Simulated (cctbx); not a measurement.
## A disordered crystal of nominal GdIn2I5

Cell a = 14.4660 Å, b = 9.8130 Å, c = 9.2150 Å, α = 90.00°, β = 90.00°, γ = 90.00°; space group Pnma (no. 62); nominal formula GdIn2I5.

The data are simulated with cctbx, not measured: Mo Kα, λ = 0.71073 Å, to d = 0.65 Å, 80 % of the full sphere, strongest reflection 40000 counts, noise from counting, a 2 % proportional error and a noise floor of 15 counts (s.d.); no absorption.

With every site full:

```text
Rint 0.039, 2607 unique reflections to 0.65 A
cycle     R1     wR2    GooF  max shift (A)
   1  0.1510  0.2878  10.263   0.00051
   2  0.0181  0.0328   1.171   0.00000
final R1 0.0181 wR2 0.0328 GooF 1.171  parameters 42  data/parameter 62.1
atom        x        y        z      Ueq    occ   su(xyz)  su(Uiso or U11)
Gd1    0.99249  0.75000  0.57009   0.0121  1.000  0.00003  0.0001
I1     0.70300  0.75000  0.84331   0.0084  1.000  0.00003  0.0001
I2     0.99411  0.75000  0.91360   0.0058  1.000  0.00003  0.0001
I3     0.07000  0.54380  0.33961   0.0074  1.000  0.00002  0.0001
I4     0.81637  0.75000  0.39277   0.0061  1.000  0.00003  0.0001
In2    0.32521  0.50450  0.45439   0.0148  1.000  0.00003  0.0001
difference map: max 2.04 min -2.49 rms 0.39
Q1    0.1950  0.5222  0.9577    8    2.10  0.39 A from In2
Q2    0.0583  0.2500  0.8448    4    2.08  2.35 A from I2
Q3    0.0878  0.7500  0.4938    4    1.95  1.55 A from Gd1
Q4    0.1659  0.1319  0.1124    8    1.73  1.92 A from In2
Q5    0.1328  0.7500  0.7418    4    1.72  1.28 A from I1
Q6    0.2301  0.2500  0.7165    4    1.63  1.21 A from I4
```

With the occupancies of the suspect sites free, each still typed as its main element:

```text
Rint 0.039, 2607 unique reflections to 0.65 A
cycle     R1     wR2    GooF  max shift (A)
   1  0.0909  0.1722   6.142   0.00012
   6  0.0152  0.0264   0.943   0.00001
final R1 0.0152 wR2 0.0264 GooF 0.942  parameters 44  data/parameter 59.2
atom        x        y        z      Ueq    occ   su(xyz)  su(Uiso or U11)
Gd1    0.99249  0.75000  0.57008   0.0107  0.963  0.00002  0.0001
I1     0.70301  0.75000  0.84329   0.0085  1.000  0.00003  0.0001
I2     0.99411  0.75000  0.91359   0.0059  1.000  0.00002  0.0001
I3     0.07000  0.54381  0.33961   0.0075  1.000  0.00002  0.0001
I4     0.81638  0.75000  0.39276   0.0062  1.000  0.00002  0.0001
In2    0.32520  0.50450  0.45438   0.0160  1.026  0.00003  0.0001
su of occupancy Gd1: 0.001
su of occupancy In2: 0.001
difference map: max 1.94 min -1.65 rms 0.37
Q1    0.0586  0.2500  0.8455    4    1.98  2.35 A from I2
Q2    0.0871  0.7500  0.4934    4    1.89  1.54 A from Gd1
Q3    0.1647  0.1317  0.1108    8    1.69  1.91 A from In2
Q4    0.1334  0.7500  0.7406    4    1.69  1.27 A from I1
Q5    0.1148  0.7500  0.8969    4    1.59  1.75 A from I2
Q6    0.2300  0.2500  0.7159    4    1.55  1.21 A from I4
```

**Question.** What is the disorder?

X-rays count electrons. Gd1 refines to 0.963(0.001), or 61.6 electrons; the site truly holds 0.85 Gd and 0.15 In, 61.8 electrons, which is 0.965 of Gd; In2 refines to 1.026(0.001), or 50.3 electrons; the site truly holds 0.925 In and 0.075 Gd, 50.1 electrons, which is 1.023 of In. A value under 1 can't tell vacancies from a lighter guest, and one over 1 needs a heavier guest; chemistry or a second radiation must settle which. Occupancy correlates with U and the scale, and the two elements' form factors differ in shape, so the match is approximate.

Freeing them takes R1 from 0.0181 to 0.0152 and GooF from 1.17 to 0.94.

This is a model crystal, built by substitution and not relaxed, with assumed displacement parameters.

[Middle refinement cycles are left out of these outputs.]

[Logs are printed without paths, hosts, clocks, repeated set-up lines and the standing remarks that a program may print on its own settings, such as how far it seeks lower states.]
